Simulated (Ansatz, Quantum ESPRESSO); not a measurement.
**GdTl (Pm-3m): zone-centre phonons**

Aim: the zone-centre modes of GdTl (Pm-3m).

Main program and level: Quantum ESPRESSO 7.5; DFT PBEsol, scalar-relativistic, plane waves, PseudoDojo norm-conserving, 4f in core pseudopotentials.

## Step 1: Starting point

It takes space group Pm-3m (No. 221, cubic). Conventional cell: a = 3.814 Å, b = 3.814 Å, c = 3.814 Å, α = 90.00°, β = 90.00°, γ = 90.00°. Nearest to Gd lie 8 Tl at 3.30 Å. Nearest to Tl lie 8 Gd at 3.30 Å. Farther neighbours are not listed.

## Step 2: A first look

A cheap run with smearing and empty bands tells whether the crystal has a gap, which decides between fixed occupations and smearing later on.

File probe.in:

```
 &control
    calculation='scf',
    prefix='x',
    outdir='./tmp',
    pseudo_dir='./pseudo',
    tprnfor=.true.,
    tstress=.true.,
    verbosity='high',
 /
 &system
    ibrav=1,
    celldm(1)=7.20659312,
    nat=2,
    ntyp=2,
    ecutwfc=54.0,
    input_dft='pbesol',
    occupations='smearing',
    smearing='gaussian',
    degauss=0.01,
 /
 &electrons
    conv_thr=1.0d-07,
    mixing_beta=0.7,
    electron_maxstep=100,
 /
ATOMIC_SPECIES
 Gd    157.2500  Gd.upf
 Tl    204.3800  Tl.upf
ATOMIC_POSITIONS crystal
 Gd     0.000000000   0.000000000   0.000000000
 Tl     0.500000000   0.500000000   0.500000000
K_POINTS automatic
 6 6 6 0 0 0
```

Started as:

```sh
OMP_NUM_THREADS=1 mpirun -n 4 pw.x -nk 4 -in probe.in > probe.out
```

What it wrote:

```text
[banners, grids, parts of the stress and lines that vanish by symmetry left out]
Program PWSCF v.7.5
     IMPORTANT: XC functional enforced from input :
     Exchange-correlation= PBESOL
                           (   1   4  10   8   0   0   0)
[...]
kinetic-energy cutoff     =      54.0000  Ry
     charge density cutoff     =     216.0000  Ry
     scf convergence threshold =      1.0E-07
[...]
Exchange-correlation= PBESOL
                           (   1   4  10   8   0   0   0)
[...]
48 Sym. Ops., with inversion, found
[...]
(     0          1          0      )
                  (     0          0          1      )
[...]
(  0.0000000  1.0000000  0.0000000 )
                  (  0.0000000  0.0000000  1.0000000 )
[...]
(     0         -1          0      )
[...]
(     0          0          1      )
                  (     1          0          0      )
[...]
( -1.0000000  0.0000000  0.0000000 )
                  (  0.0000000  1.0000000  0.0000000 )
[...]
number of k points=    20  Gaussian smearing, width (Ry)=  0.0100
[...]
c_bands:  1 eigenvalues not converged
[...]
End of self-consistent calculation
[...]
the Fermi energy is    11.9070 ev
!    total energy              =    -204.47226870 Ry
[...]
convergence has been achieved in   6 iterations
[...]
atom    1 type  1   force =     0.00000000    0.00000000    0.00000000
     atom    2 type  2   force =     0.00000000    0.00000000    0.00000000
[...]
Total force =     0.000000     Total SCF correction =     0.000000
[...]
total   stress  (Ry/bohr**3)                   (kbar)     P=      -25.75
[...]
XML data file, charge density, pseudopotentials, collected wavefunctions

   JOB DONE.
```

Wall time 3.4 s (4 MPI ranks of Arm Neoverse V2, shared host); 13 s of CPU time.

Read from the output:

```
volume per atom   : 27.73 Å³
pressure          : -2.575 GPa
gap on the k-mesh : 0 eV
```

No gap opens on this mesh, so smearing is kept; the start stands at -2.6 GPa.

## Step 3: Relaxation

Frequencies change by per cents with a per cent of volume, so the structure is first brought to rest at this level of theory.

File relax.in:

```
 &control
    calculation='vc-relax',
    prefix='x',
    outdir='./tmp',
    pseudo_dir='./pseudo',
    tprnfor=.true.,
    tstress=.true.,
    forc_conv_thr=2.0d-05,
    etot_conv_thr=1.0d-07,
    nstep=40,
 /
 &system
    ibrav=1,
    celldm(1)=7.20659312,
    nat=2,
    ntyp=2,
    ecutwfc=54.0,
    input_dft='pbesol',
    occupations='smearing',
    smearing='mv',
    degauss=0.02,
 /
 &electrons
    conv_thr=1.0d-11,
    mixing_beta=0.7,
    electron_maxstep=100,
 /
 &ions
 /
 &cell
    press_conv_thr=0.1,
 /
ATOMIC_SPECIES
 Gd    157.2500  Gd.upf
 Tl    204.3800  Tl.upf
ATOMIC_POSITIONS crystal
 Gd     0.000000000   0.000000000   0.000000000
 Tl     0.500000000   0.500000000   0.500000000
K_POINTS automatic
 8 8 8 0 0 0
```

Started as:

```sh
OMP_NUM_THREADS=1 mpirun -n 4 pw.x -nk 4 -in relax.in > relax.out
```

What it wrote:

```text
[banners, grids, parts of the stress and lines that vanish by symmetry left out]
[banner, memory and clock lines left out]
Program PWSCF v.7.5

[...]
Exchange-correlation= PBESOL
                           (   1   4  10   8   0   0   0)
[...]
kinetic-energy cutoff     =      54.0000  Ry
     charge density cutoff     =     216.0000  Ry
     scf convergence threshold =      1.0E-11
[...]
energy convergence thresh.=      1.0E-07
     force convergence thresh. =      2.0E-05
     press convergence thresh. =      1.0E-01
     Exchange-correlation= PBESOL
                           (   1   4  10   8   0   0   0)
[...]
48 Sym. Ops., with inversion, found
[...]
number of k points=    35  Marzari-Vanderbilt smearing, width (Ry)=  0.0200
[...]
End of self-consistent calculation
[...]
the Fermi energy is    11.9774 ev
!    total energy              =    -204.47450730 Ry
[...]
convergence has been achieved in  11 iterations
[...]
atom    1 type  1   force =     0.00000000    0.00000000    0.00000000
     atom    2 type  2   force =     0.00000000    0.00000000    0.00000000
     Total force =     0.000000     Total SCF correction =     0.000000
[...]
total   stress  (Ry/bohr**3)                   (kbar)     P=      -27.31
[...]
number of bfgs steps    =   0
[...]
CELL_PARAMETERS (alat=  7.20659312)
[...]
ATOMIC_POSITIONS (crystal)
Gd               0.0000000000        0.0000000000        0.0000000000
Tl               0.5000000000        0.5000000000        0.5000000000
[...]
New effective cutoffs (rho, wfc):  217.13   54.50
[...]
End of self-consistent calculation
[...]
the Fermi energy is    12.1719 ev
!    total energy              =    -204.47533310 Ry
[...]
convergence has been achieved in   8 iterations
[...]
atom    1 type  1   force =     0.00000000    0.00000000    0.00000000
     atom    2 type  2   force =     0.00000000    0.00000000    0.00000000
     Total force =     0.000000     Total SCF correction =     0.000000
[...]
total   stress  (Ry/bohr**3)                   (kbar)     P=      -19.42
[...]
number of bfgs steps    =   1
[...]
CELL_PARAMETERS (alat=  7.20659312)
[...]
ATOMIC_POSITIONS (crystal)
Gd               0.0000000000        0.0000000000        0.0000000000
Tl               0.5000000000        0.5000000000        0.5000000000
[...]
New effective cutoffs (rho, wfc):  220.20   55.27
[...]
End of self-consistent calculation
[...]
the Fermi energy is    12.4703 ev
!    total energy              =    -204.47601913 Ry
[...]
convergence has been achieved in  10 iterations
[...]
atom    1 type  1   force =     0.00000000    0.00000000    0.00000000
     atom    2 type  2   force =     0.00000000    0.00000000    0.00000000
     Total force =     0.000000     Total SCF correction =     0.000000
[...]
total   stress  (Ry/bohr**3)                   (kbar)     P=       -6.58
[...]
number of bfgs steps    =   2
[...]
CELL_PARAMETERS (alat=  7.20659312)
[...]
ATOMIC_POSITIONS (crystal)
[...]
New effective cutoffs (rho, wfc):  221.77   55.66
[...]
End of self-consistent calculation
[...]
the Fermi energy is    12.6231 ev
!    total energy              =    -204.47610082 Ry
[...]
convergence has been achieved in  10 iterations
[...]
atom    1 type  1   force =     0.00000000    0.00000000    0.00000000
     atom    2 type  2   force =     0.00000000    0.00000000    0.00000000
     Total force =     0.000000     Total SCF correction =     0.000000
[...]
total   stress  (Ry/bohr**3)                   (kbar)     P=        0.35
[...]
number of bfgs steps    =   3
[...]
CELL_PARAMETERS (alat=  7.20659312)
[...]
ATOMIC_POSITIONS (crystal)
[...]
New effective cutoffs (rho, wfc):  221.69   55.64
[...]
End of self-consistent calculation
[...]
the Fermi energy is    12.6154 ev
!    total energy              =    -204.47610104 Ry
[...]
convergence has been achieved in   8 iterations
[...]
atom    1 type  1   force =     0.00000000    0.00000000    0.00000000
     atom    2 type  2   force =     0.00000000    0.00000000    0.00000000
     Total force =     0.000000     Total SCF correction =     0.000000
[...]
total   stress  (Ry/bohr**3)                   (kbar)     P=       -0.01
[...]
number of bfgs steps    =   4
[...]
small trust_radius: resetting bfgs history
[...]
CELL_PARAMETERS (alat=  7.20659312)
[...]
ATOMIC_POSITIONS (crystal)
[...]
New effective cutoffs (rho, wfc):  221.69   55.64
[...]
End of self-consistent calculation
[...]
the Fermi energy is    12.6155 ev
!    total energy              =    -204.47610104 Ry
[...]
convergence has been achieved in   3 iterations
[...]
atom    1 type  1   force =     0.00000000    0.00000000    0.00000000
     atom    2 type  2   force =     0.00000000    0.00000000    0.00000000
     Total force =     0.000000     Total SCF correction =     0.000000
[...]
total   stress  (Ry/bohr**3)                   (kbar)     P=       -0.00
[...]
bfgs converged in   6 scf cycles and   5 bfgs steps
[...]
End of BFGS Geometry Optimization
     Final enthalpy           =    -204.4761010387 Ry
     File ./tmp/x.bfgs deleted, as requested
[...]
CELL_PARAMETERS (alat=  7.20659312)
[...]
ATOMIC_POSITIONS (crystal)
Gd               0.0000000000        0.0000000000        0.0000000000
Tl               0.5000000000        0.5000000000        0.5000000000
[...]
Final scf calculation at the relaxed structure.
[...]
kinetic-energy cutoff     =      54.0000  Ry
     charge density cutoff     =     216.0000  Ry
     scf convergence threshold =      1.0E-13
[...]
press convergence thresh. =      1.0E-01
     Exchange-correlation= PBESOL
                           (   1   4  10   8   0   0   0)
[...]
48 Sym. Ops., with inversion, found
[...]
number of k points=    35  Marzari-Vanderbilt smearing, width (Ry)=  0.0200
[...]
c_bands:  2 eigenvalues not converged
[...]
End of self-consistent calculation
[...]
the Fermi energy is    12.6155 ev
!    total energy              =    -204.47603707 Ry
[...]
convergence has been achieved in  13 iterations
[...]
atom    1 type  1   force =     0.00000000    0.00000000    0.00000000
     atom    2 type  2   force =     0.00000000    0.00000000    0.00000000
     Total force =     0.000000     Total SCF correction =     0.000000
[...]
total   stress  (Ry/bohr**3)                   (kbar)     P=       -0.43
[...]
XML data file, charge density, pseudopotentials, collected wavefunctions
```

Elapsed: 39 s, on 4 MPI ranks.

Step by step:

```csv
step,energy less that of the first step (eV),largest force (eV/Å),pressure (GPa),volume (Å³)
1,0.0000,0.0000,-2.73,55.46
2,-0.0112,0.0000,-1.94,54.69
3,-0.0206,0.0000,-0.66,53.55
4,-0.0217,0.0000,0.03,52.99
5,-0.0217,0.0000,0.00,53.02
6,-0.0217,0.0000,0.00,53.02
7,-0.0208,0.0000,-0.04,53.02
```

```
conventional cell, symmetrised  before  after  change
                         a (Å)   3.814  3.757  -1.5 %
                         b (Å)   3.814  3.757  -1.5 %
                         c (Å)   3.814  3.757  -1.5 %
              volume (Å³/atom)   27.73  26.51  -4.4 %
```

Final coordinates:

```cif
data_structure
_symmetry_space_group_name_H-M 'P 1'
_symmetry_Int_Tables_number 1
_cell_length_a 3.7567
_cell_length_b 3.7567
_cell_length_c 3.7567
_cell_angle_alpha 90.000
_cell_angle_beta 90.000
_cell_angle_gamma 90.000
_cell_volume 53.02
loop_
_atom_site_label
_atom_site_type_symbol
_atom_site_fract_x
_atom_site_fract_y
_atom_site_fract_z
_atom_site_occupancy
Gd1 Gd 0.00000 0.00000 0.00000 1
Tl2 Tl 0.50000 0.50000 0.50000 1
```

The last row of the table of steps is pw.x's closing run on a basis chosen anew for the final cell, so its energy can jump.

Numbers from this step:

```
volume per atom : 26.51 Å³
pressure        : -0.04300 GPa
```

The volume changes by -4.4 % from the cell with which this run began.

## Step 4: Ground state

The response is built on this ground state, so it is converged far tighter than an energy would need. Smearing stays on, as the first look found no gap above 0.3 eV.

File scf.in:

```
 &control
    calculation='scf',
    prefix='x',
    outdir='./tmp',
    pseudo_dir='./pseudo',
    tprnfor=.true.,
    tstress=.true.,
 /
 &system
    ibrav=1,
    celldm(1)=7.09905158,
    nat=2,
    ntyp=2,
    ecutwfc=54.0,
    input_dft='pbesol',
    occupations='smearing',
    smearing='mv',
    degauss=0.02,
 /
 &electrons
    conv_thr=1.0d-12,
    mixing_beta=0.7,
    electron_maxstep=100,
 /
ATOMIC_SPECIES
 Gd    157.2500  Gd.upf
 Tl    204.3800  Tl.upf
ATOMIC_POSITIONS crystal
 Gd     0.000000000   0.000000000   0.000000000
 Tl     0.500000000   0.500000000   0.500000000
K_POINTS automatic
 8 8 8 0 0 0
```

Started as:

```sh
OMP_NUM_THREADS=1 mpirun -n 4 pw.x -nk 4 -in scf.in > scf.out
```

What it wrote:

```text
[banners, grids, parts of the stress and lines that vanish by symmetry left out]
[banner, memory and clock lines left out]
Program PWSCF v.7.5

[...]
Exchange-correlation= PBESOL
                           (   1   4  10   8   0   0   0)
[...]
kinetic-energy cutoff     =      54.0000  Ry
     charge density cutoff     =     216.0000  Ry
     scf convergence threshold =      1.0E-12
[...]
Exchange-correlation= PBESOL
                           (   1   4  10   8   0   0   0)
[...]
48 Sym. Ops., with inversion, found
[...]
number of k points=    35  Marzari-Vanderbilt smearing, width (Ry)=  0.0200
[...]
c_bands:  1 eigenvalues not converged
[...]
End of self-consistent calculation
[...]
the Fermi energy is    12.6155 ev
!    total energy              =    -204.47603707 Ry
[...]
convergence has been achieved in  12 iterations
[...]
atom    1 type  1   force =     0.00000000    0.00000000    0.00000000
     atom    2 type  2   force =     0.00000000    0.00000000    0.00000000
     Total force =     0.000000     Total SCF correction =     0.000000
[...]
total   stress  (Ry/bohr**3)                   (kbar)     P=       -0.43
[...]
XML data file, charge density, pseudopotentials, collected wavefunctions
```

The job ended after 8.4 s (4 MPI ranks; 33 s of CPU time).

The cell stands at -0.043 GPa, close enough for phonons.

## Step 5: Zone-centre response

At q = 0 one unit cell holds all displacements; symmetry groups them into irreducible representations that are solved one by one. With smeared occupations no response to a homogeneous field can be asked.

File ph.in:

```
phonons
 &inputph
    prefix='x',
    outdir='./tmp',
    fildyn='g.dyn',
    tr2_ph=1.0d-18,
    alpha_mix(1)=0.4,
    nmix_ph=8,
 /
0.000000000 0.000000000 0.000000000
```

Started as:

```sh
OMP_NUM_THREADS=1 mpirun -n 4 ph.x -nk 4 -in ph.in > ph.out
```

What it wrote:

```text
[banners, grids, parts of the stress and lines that vanish by symmetry left out]
[banner, memory and clock lines left out]
Program PHONON v.7.5

     ./tmp/x.save/

     IMPORTANT: XC functional enforced from input :
     Exchange-correlation= PBESOL
                           (   1   4  10   8   0   0   0)
     Any further DFT definition will be discarded
     Please, verify this is what you really want

     G-vector sticks info

     Reading collected, re-writing distributed wavefunctions in ./tmp/

     Number and degeneracy of irreps per q-point
       N         xq(1)         xq(2)         xq(3)   N irreps
       1   0.000000000   0.000000000   0.000000000       2
        3   3

     Calculation of q =    0.0000000   0.0000000   0.0000000

     phonons

     bravais-lattice index     =            1
     lattice parameter (alat)  =       7.0991  a.u.
     unit-cell volume          =     357.7676 (a.u.)^3
     number of atoms/cell      =            2
     number of atomic types    =            2
     kinetic-energy cut-off    =      54.0000  Ry
     charge density cut-off    =     216.0000  Ry
     convergence threshold     =      1.0E-18
     beta                      =       0.4000
     number of iterations used =            8
     Exchange-correlation= PBESOL
                           (   1   4  10   8   0   0   0)

     celldm(1)=    7.09905  celldm(2)=    0.00000  celldm(3)=    0.00000
     celldm(4)=    0.00000  celldm(5)=    0.00000  celldm(6)=    0.00000

     crystal axes: (cart. coord. in units of alat)
               a(1) = (  1.0000  0.0000  0.0000 )
               a(2) = (  0.0000  1.0000  0.0000 )
               a(3) = (  0.0000  0.0000  1.0000 )

     reciprocal axes: (cart. coord. in units 2 pi/alat)
               b(1) = (  1.0000  0.0000  0.0000 )
               b(2) = (  0.0000  1.0000  0.0000 )
               b(3) = (  0.0000  0.0000  1.0000 )

     Atoms inside the unit cell:

     Cartesian axes

     site n.  atom      mass           positions (alat units)
        1  Gd    157.2500   tau(    1) = (    0.00000    0.00000    0.00000  )
        2  Tl    204.3800   tau(    2) = (    0.50000    0.50000    0.50000  )

     Computing dynamical matrix for
                    q = (   0.0000000   0.0000000   0.0000000 )

     49 Sym.Ops. (with q -> -q+G )

     G cutoff =  275.7368  (  19213 G-vectors)     FFT grid: ( 36, 36, 36)

     number of k points=    35  Marzari-Vanderbilt smearing, width (Ry)=  0.0200
                       cart. coord. in units 2pi/alat
        k(    1) = (   0.0000000   0.0000000   0.0000000), wk =   0.0039062
        k(    2) = (   0.0000000   0.0000000   0.1250000), wk =   0.0234375
        k(    3) = (   0.0000000   0.0000000   0.2500000), wk =   0.0234375
        [... further k-points left out ...]

     PseudoPot. # 1 for Gd read from file:
     ./pseudo/Gd.upf
     Pseudo is Norm-conserving + core correction, Zval = 11.0
     Using radial grid of 1776 points,  7 beta functions with:
                l(1) =   0
                l(2) =   0
                l(3) =   1
                l(4) =   1
                l(5) =   2
                l(6) =   2
                l(7) =   3

     PseudoPot. # 2 for Tl read from file:
     ./pseudo/Tl.upf
     Pseudo is Norm-conserving + core correction, Zval = 13.0
     Using radial grid of 2008 points,  6 beta functions with:
                l(1) =   0
                l(2) =   0
                l(3) =   1
                l(4) =   1
                l(5) =   2
                l(6) =   2

     Mode symmetry, O_h (m-3m)  point group:

     Atomic displacements:
     There are    2 irreducible representations

     Representation     1      3 modes -  To be done

     Representation     2      3 modes -  To be done

     Alpha used in Ewald sum =   2.1000

     Representation #   1 modes #   1   2   3

     Self-consistent Calculation
      thresh= 1.000E-02 alpha_mix =  0.400 |ddv_scf|^2 =  3.575E-06
      thresh= 1.891E-04 alpha_mix =  0.400 |ddv_scf|^2 =  1.475E-08
      thresh= 1.215E-05 alpha_mix =  0.400 |ddv_scf|^2 =  3.251E-09
      thresh= 5.702E-06 alpha_mix =  0.400 |ddv_scf|^2 =  1.125E-10
      thresh= 1.061E-06 alpha_mix =  0.400 |ddv_scf|^2 =  5.551E-12
      thresh= 2.356E-07 alpha_mix =  0.400 |ddv_scf|^2 =  1.160E-13
      thresh= 3.406E-08 alpha_mix =  0.400 |ddv_scf|^2 =  2.288E-14
      thresh= 1.513E-08 alpha_mix =  0.400 |ddv_scf|^2 =  1.391E-16
      thresh= 1.179E-09 alpha_mix =  0.400 |ddv_scf|^2 =  7.924E-19

     End of self-consistent calculation

     Convergence has been achieved

     Representation #   2 modes #   4   5   6

     Self-consistent Calculation
      thresh= 1.000E-02 alpha_mix =  0.400 |ddv_scf|^2 =  1.134E-06
      thresh= 1.065E-04 alpha_mix =  0.400 |ddv_scf|^2 =  4.212E-08
      thresh= 2.052E-05 alpha_mix =  0.400 |ddv_scf|^2 =  2.900E-09
      thresh= 5.386E-06 alpha_mix =  0.400 |ddv_scf|^2 =  2.484E-10
      thresh= 1.576E-06 alpha_mix =  0.400 |ddv_scf|^2 =  2.364E-12
      thresh= 1.538E-07 alpha_mix =  0.400 |ddv_scf|^2 =  5.538E-14
      thresh= 2.353E-08 alpha_mix =  0.400 |ddv_scf|^2 =  1.018E-14
      thresh= 1.009E-08 alpha_mix =  0.400 |ddv_scf|^2 =  6.148E-17
      thresh= 7.841E-10 alpha_mix =  0.400 |ddv_scf|^2 =  7.413E-19

     End of self-consistent calculation

     Convergence has been achieved

     Number of q in the star =    1
     List of q in the star:
          1   0.000000000   0.000000000   0.000000000

     Diagonalizing the dynamical matrix

     q = (    0.000000000   0.000000000   0.000000000 )

 **************************************************************************
     freq (    1) =      -0.141315 [THz] =      -4.713777 [cm-1]
     freq (    2) =      -0.141315 [THz] =      -4.713777 [cm-1]
     freq (    3) =      -0.141315 [THz] =      -4.713777 [cm-1]
     freq (    4) =       2.528886 [THz] =      84.354565 [cm-1]
     freq (    5) =       2.528886 [THz] =      84.354565 [cm-1]
     freq (    6) =       2.528886 [THz] =      84.354565 [cm-1]
 **************************************************************************

     Mode symmetry, O_h (m-3m)  point group:

     freq (   1-   3) =         -4.7  [cm-1]   --> T_1u G_15  G_4- I
     freq (   4-   6) =         84.4  [cm-1]   --> T_1u G_15  G_4- I
```

It took 95 s on 4 MPI ranks; 6.3 min of CPU time.

Read from the output:

```yaml
largest_acoustic_frequency_at_the_zone_centre_before_the_sum_rule: -4.71 cm⁻¹
highest_optical_zone_centre_mode_no_lo_to_term: 84.35 cm⁻¹
lowest_optical_zone_centre_mode: 84.35 cm⁻¹
```

The acoustic modes at Γ come out as far as 4.7 cm⁻¹ from zero, where they should vanish, a small numerical error.

(Part 1 of 2 ends here.)

[Host names and launcher messages were left out of these logs when they were recorded.]

[Logs are printed without paths, hosts, clocks, repeated set-up lines and the standing remarks that a program may print on its own settings, such as how far it seeks lower states.]

[Hosts, paths, dates, database ids (printed as entryN), source tags and the programs' standing remarks are cut or masked in the printed files.]
